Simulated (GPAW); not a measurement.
## Identify the compound from its spectrum

Method: GPAW, PBE, RPA, without spin-orbit coupling, line width 0.2 eV (Lorentzian); metals get a typed carrier damping. The response is along the first axis of the cell.

E (eV), Im ε and a bar:
```
     0.00       0.00 
     0.50       0.00 
     1.00       0.01 
     1.50       0.01 
     2.00       0.02 
     2.50       0.03 
     3.00       0.04 
     3.50       0.05 
     4.00       0.08 #
     4.50       0.16 #
     5.00       0.52 ####
     5.50       0.80 ######
     6.00       1.06 ########
     6.50       1.13 #########
     7.00       1.30 ##########
     7.50       1.62 ############
     8.00       1.94 ###############
     8.50       2.84 ######################
     9.00       3.06 #######################
     9.50       2.86 ######################
    10.00       2.81 #####################
    10.50       2.87 ######################
    11.00       3.93 ##############################
    11.50       3.49 ###########################
    12.00       2.66 ####################
    12.50       2.32 ##################
```

To which candidate does it belong?
A. BaTiO3 (P4/mmm)
B. NaF (Fm-3m)
C. MgI2 (P-3m1)
D. MgO (Fm-3m)

D. MgO (Fm-3m): ε∞ = 3.05 along the first axis, strongest peak along the first axis at 11.08 eV. The others: MgI2 (P-3m1), ε∞ = 4.14 along the first axis, strongest peak along the first axis at 6.47 eV; BaTiO3 (P4/mmm), ε∞ = 6.04 along the first axis, strongest peak along the first axis at 4.05 eV; NaF (Fm-3m), ε∞ = 1.76 along the first axis, strongest peak along the first axis at 13.99 eV.

[Logs are printed without paths, hosts, clocks, repeated set-up lines and the standing remarks that a program may print on its own settings, such as how far it seeks lower states.]
